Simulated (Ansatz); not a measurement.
# Na2CaBr4: complex band structure, part 3 of 3

Wanted: the relaxed cell of Na2CaBr4, its band edges and its decay constants. It is built by putting Na for Cs in the Cs2CaBr4 structure of space group I4/mmm, with the volume rescaled by atomic radii. The parent structure comes from the Materials Project.

Ansatz 0.2.0; r2SCAN DFT, plane waves, PAW files (the session's first sound run).

So far, gap on path (eV): step 3 (band edges) 3.85.

The structure was built from a prototype and need not be the compound's stable phase.

### Step 5. Band edges at another level, cutoff 420 eV (continued)

Level of this step: PBEsol DFT, plane waves, PAW files (Ansatz).

The electronic bands at the labelled points (eV, zero at the Fermi level (highest filled level under fixed occupations); v1 is the highest filled band, c1 the lowest empty one):

```tsv
point	v4	v3	v2	v1	c1	c2	c3	c4
VBM	-0.89	-0.52	-0.32	0.00	4.72	5.57	5.84	6.01
halfway	-0.62	-0.59	-0.42	-0.23	4.21	5.13	5.25	5.36
CBM	-0.84	-0.63	-0.15	-0.15	3.09	4.23	4.95	4.95
```

The searched edges give 3.09 eV, as on the mesh.

For the gap on path, step 3 gave 3.85 eV; this run, with PBEsol and cutoff 420 eV, gives 3.09 eV.

### Step 6. Complex bands at another level, cutoff 420 eV

This step: PBEsol DFT, plane waves, PAW files; complex bands by layer matching along the plane's normal (Ansatz 0.2.0).

The complex bands at that level, over its own gap, at (0, 0) and (-0.5, -0.5).

input.yaml

```yaml
crystal:
  lattice:
    - [5.623922768, 0.0, 0.0]
    - [0.0, 5.623922768, 0.0]
    - [2.811961384, 2.811961384, 7.642716986]
  atoms:
    - { symbol: Na, position: [0.6363898597, 0.6363898597, 0.7272202806] }
    - { symbol: Na, position: [0.3636101403, 0.3636101403, 0.2727797194] }
    - { symbol: Ca, position: [0.0, 0.0, 0.0] }
    - { symbol: Br, position: [0.8161976832, 0.8161976832, 0.3676046336] }
    - { symbol: Br, position: [0.1838023168, 0.1838023168, 0.6323953664] }
    - { symbol: Br, position: [0.0, 0.5, 0.0] }
    - { symbol: Br, position: [0.5, 0.0, 0.0] }
kpoints:
  mp_grid: { grid: [4, 4, 4] }
scf:
  occupations: { method: fixed }
hamiltonian:
  xc: pbesol
output:
  eigenvalues: true
  transmission:
    leads: [[0, 0]]
    kpoints: [[0.0, 0.0], [-0.5, -0.5]]
    e_range: [-1.0, 4.09]
    de: 0.13
```

Started as:

```console
> ansatz run input.yaml --threads 2 --pin off --max-ram 4096MiB --backend cpu --events-out ev --progress --plain --runs-dir out
```

Numbers of over 12 decimals in the logs are rounded to 6 here.

The log of the run:

```text
[...]
Crystal: 7 atoms, lattice volume = 241.728 Å³
Basis set: ecut = 420 eV, 4745 PW (Γ)
Bands: 35, of which v1, the nominal top of the filled ones, is band 28 counted from 1 (27 counted from 0)
Symmetry: 16 space group operations
[...]
k-points: 13 of 64
[...]
SCF iter   1: F=—  HF=-15702.707436 eV  |F-HF|=—  |Δ(HF+E_count)|=         —  Δρ=1.87e-3  dr2=8.22e-3  ethr=1.77e-3  ⟨swp⟩=7.3  Hψ=2064  notcnv=0  defer=55
[...]
SCF iter   6: F=-15702.706092 eV  HF=-15702.706092 eV  |F-HF|=5.31e-8  |Δ(HF+E_count)|=   7.18e-7  Δρ=3.12e-6  dr2=4.22e-8  ethr=1.79e-10  ⟨swp⟩=15.6  Hψ=2584  notcnv=0
SCF 1 converged in 6 iterations: F = -15702.706092 eV  dr2 = 4.22e-8
[...]
transmission: 14 of 28 steps passed
transmission: 28 of 28 steps passed
SCF converged after 6 iterations
Free energy (F): -15702.706092 eV
[...]
Internal energy: -15702.706092 eV  (E = F + TS)
E sigma→0 (E₀):  -15702.706092 eV
Fermi energy:    1.024688 eV
[...]
--- Band table (eV; the first three rows and the last of 13) ---
  k-point 0: bands = [... 24 lower, 0.1799, 0.3925, 0.8740, 0.8740, 4.1102, 5.2591, 5.9750, 5.9750, ... 3 higher]
  k-point 1: bands = [... 24 lower, 0.2705, 0.2705, 0.7819, 0.7819, 4.3795, 5.2633, 5.9714, 5.9714, ... 3 higher]
  k-point 2: bands = [... 24 lower, 0.4175, 0.4175, 0.6329, 0.6329, 4.6144, 5.2675, 5.9655, 5.9655, ... 3 higher]
  k-point 12: bands = [... 24 lower, 0.2168, 0.2168, 0.9211, 0.9211, 5.6798, 6.7213, 6.9357, 6.9357, ... 3 higher]
--- Transmission ---
  basis      : 277 plane waves across, 14 finite elements along
  points     : 2, as listed
[...]
crystal 0  : Ca1Br4Na2, at the sites [0, 0], period 7.6427 Å: whole cells are its period
[...]
channels       : 0.000000e0 a spin
[...]
slowest decay  : 0.3096 /Å at (0.0000, 0.0000)
```

Elapsed: 22 s, on 2 threads of AMD EPYC 9R45, shared host; peak memory 1.1 GiB; 35 s of CPU time.

This step gave:

```yaml
free_energy: -15702.7061 eV
level_to_which_the_leads_are_filled: 1.543 eV from the Fermi level
decay_constant_at_the_filling_level_zone_centre: 0.3096 Å⁻¹
decay_constant_at_the_filling_level_slowest_listed_point: 0.3096 Å⁻¹
```

K parallel (0, 0); values up to 1.5 1/Å, a degenerate pair printed once or twice; energies at which all values exceed this have no row. Im kz of the slowest decaying states against energy, zero at the highest filled level on the SCF mesh:

```tsv
energy (eV)	decay 1 (Å⁻¹)	decay 2 (Å⁻¹)	decay 3 (Å⁻¹)	decay 4 (Å⁻¹)
-1.00	0.0293	0.243	0.386	0.673
-0.61	0.0635	0.443	0.748	0.936
-0.22	0.234	0.471	0.777	0.948
0.04	0.267	0.274	0.481	0.786
0.43	0.307	0.422	0.488	0.789
0.82	0.321	0.488	0.503	0.785
1.21	0.321	0.481	0.553	0.776
1.60	0.310	0.469	0.585	0.762
1.86	0.296	0.458	0.598	0.751
2.25	0.263	0.436	0.609	0.731
2.64	0.208	0.408	0.611	0.708
3.03	0.0812	0.372	0.605	0.682
3.29	0.340	0.596	0.663	0.704
3.68	0.129	0.260	0.576	0.631
4.07	0.221	0.546	0.590	0.596
```

K parallel (-0.5, -0.5); values up to 1.5 1/Å, a degenerate pair printed once or twice; energies at which all values exceed this have no row. The Im kz of the slowest decaying states by energy, zero at the highest filled level on the SCF mesh:

```tsv
energy (eV)	decay 1 (Å⁻¹)	decay 2 (Å⁻¹)	decay 3 (Å⁻¹)	decay 4 (Å⁻¹)
-1.00	0.304	1.15	1.18	1.26
-0.74	0.392	1.14	1.17	1.26
-0.61	0.417	1.12	1.21	1.25
-0.35	0.0436	0.450	1.08	1.24
-0.22	0.462	1.06	1.23	1.25
0.04	0.126	0.478	1.01	1.22
0.17	0.257	0.484	0.989	1.21
0.43	0.409	0.493	0.930	1.20
0.56	0.471	0.495	0.895	1.19
0.82	0.498	0.609	0.793	1.18
1.08	0.497	0.710	1.16	1.26
1.21	0.496	0.712	1.15	1.26
1.47	0.492	0.714	1.13	1.25
1.60	0.489	0.713	1.12	1.25
1.86	0.481	0.709	1.10	1.24
1.99	0.476	0.706	1.09	1.23
2.25	0.465	0.697	1.07	1.22
2.51	0.451	0.687	1.05	1.21
2.64	0.443	0.680	1.04	1.20
2.90	0.426	0.666	1.02	1.19
3.03	0.416	0.658	1.00	1.18
3.29	0.394	0.640	0.979	1.17
3.42	0.381	0.630	0.966	1.16
3.68	0.353	0.600	0.616	0.939
3.81	0.336	0.587	0.606	0.925
4.07	0.296	0.570	0.896	1.12
```

At the listed wavevectors the last open channel is at -0.09 eV and the next at +3.16 eV on the grid. At +1.60 eV, the grid energy nearest the filling level (the middle of the gap on the SCF mesh), the slowest state at the listed wavevectors decays with κ = 0.310 Å⁻¹, its amplitude falling by e over 3.2 Å; the first such run, plane (001), gave 0.354 Å⁻¹ over as many of its listed wavevectors.

### Step 7. Summary of results

| Item | Value |
| --- | --- |
| band gap | 3.85 eV |
| least decay constant at mid-gap, normal to (001) | 0.354 Å⁻¹ |
| least decay constant, PBEsol | 0.310 Å⁻¹ |

What this shows: With r2SCAN, the slowest decay at the wavevectors tried is κ = 0.354 Å⁻¹, normal to (001). Through such a film the transmission near mid-gap falls as exp(−2κd), a factor of ten every 3.2 Å. A free electron under a barrier of half the gap would need a mass of 0.25 mₑ to decay at this rate. With PBEsol the gap goes from 3.85 to 3.09 eV and the decay constant, over the first 2 listed wavevectors, from 0.354 to 0.310 Å⁻¹. The compound is made up by substitution; its stability against other phases and against distortions of the cell's symmetry was not tested. r2SCAN still narrows gaps, if less than LDA and GGA do, so real decay constants are likely larger.

[Logs are printed without paths, hosts, clocks, repeated set-up lines and the standing remarks that a program may print on its own settings, such as how far it seeks lower states.]

[Hosts, paths, dates, database ids (printed as entryN), source tags and the programs' standing remarks are cut or masked in the printed files.]
